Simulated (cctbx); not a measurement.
# Diagnosing a refinement

Cell a = 6.1230 Å, b = 6.1230 Å, c = 6.1230 Å, α = 90.00°, β = 90.00°, γ = 90.00°; space group Pm-3m (no. 221).

The data are simulated with cctbx, not measured: synchrotron X-rays, λ = 0.6889 Å, to d = 0.8 Å, 80 % of the full sphere, strongest reflection 20000 counts, noise from counting, a 2 % proportional error and a noise floor of 8 counts (s.d.); no absorption.

An anisotropic refinement with weights 1/σ² prints:

```text
Rint 0.023, 72 unique reflections to 0.80 A
cycle     R1     wR2    GooF  max shift (A)
   1  0.0421  0.1284  14.270   0.00000
   2  0.0085  0.0248   2.761   0.00000
final R1 0.0085 wR2 0.0248 GooF 2.761  parameters 4  data/parameter 18.0
atom        x        y        z      Ueq    occ   su(xyz)  su(Uiso or U11)
Te1    0.50000  0.00000  0.50000   0.0184  1.000  0.00000  0.0002
Na1    0.50000  0.50000  0.50000   0.0249  1.000  0.00000  0.0009
N1     0.00000  0.00000  0.00000   0.0419  1.000  0.00000  0.0029
difference map: max 0.15 min -0.75 rms 0.08
Q1    0.1864  0.1864  0.5000   12    0.15  2.23 A from Te1
Q2    0.1457  0.5000  0.5000    6    0.12  0.89 A from Te1
Q3    0.0000  0.2101  0.3020   24    0.12  2.15 A from Te1
Q4    0.0000  0.3516  0.5000   12    0.11  0.91 A from Te1
Q5    0.3736  0.3736  0.5000   12    0.11  1.09 A from Na1
Q6    0.0000  0.3958  0.3958   12    0.11  0.90 A from Te1
```

**Question.** Can this result stand? If not, what is the likely fault?

Mend it. The fault: wrong element: Te1 is Nd. Against the right model at the same level, R1 goes from 0.0042 to 0.0085 and GooF from 0.94 to 2.76, U of Na1 swells from 0.0154 to 0.0249 Å², U of N1 swells from 0.0310 to 0.0419 Å² and a hole of -0.8 e/Å³ opens. Te1 has 8 electrons too few and its U shrinks to make up, as expected.

The compound is NaNd3N. The right model at the same level gives:

```text
Rint 0.023, 72 unique reflections to 0.80 A
cycle     R1     wR2    GooF  max shift (A)
   1  0.0339  0.1168  12.980   0.00000
   2  0.0042  0.0085   0.940   0.00000
final R1 0.0042 wR2 0.0085 GooF 0.940  parameters 4  data/parameter 18.0
atom        x        y        z      Ueq    occ   su(xyz)  su(Uiso or U11)
Nd1    0.50000  0.00000  0.50000   0.0199  1.000  0.00000  0.0001
Na1    0.50000  0.50000  0.50000   0.0154  1.000  0.00000  0.0003
N1     0.00000  0.00000  0.00000   0.0310  1.000  0.00000  0.0009
difference map: max 0.12 min -0.14 rms 0.04
Q1    0.0000  0.0000  0.0000    1    0.12  0.00 A from N1
Q2    0.1220  0.5000  0.5000    6    0.11  0.75 A from Nd1
Q3    0.0000  0.2158  0.3060   24    0.11  2.11 A from Nd1
Q4    0.0000  0.3819  0.5000   12    0.10  0.72 A from Nd1
Q5    0.1968  0.1968  0.5000   12    0.10  2.21 A from Nd1
Q6    0.1577  0.1577  0.1577    8    0.09  1.67 A from N1
```

Isotropic U is held between 0.0001 and 1 Å² by the program, and listed peak heights are interpolated, so they can pass the grid's maximum.

The model was made for the exercise: a known structure type with other elements put in, its volume estimated, not relaxed; displacement parameters are assumed.

[Middle refinement cycles are left out of these outputs.]

[Logs are printed without paths, hosts, clocks, repeated set-up lines and the standing remarks that a program may print on its own settings, such as how far it seeks lower states.]
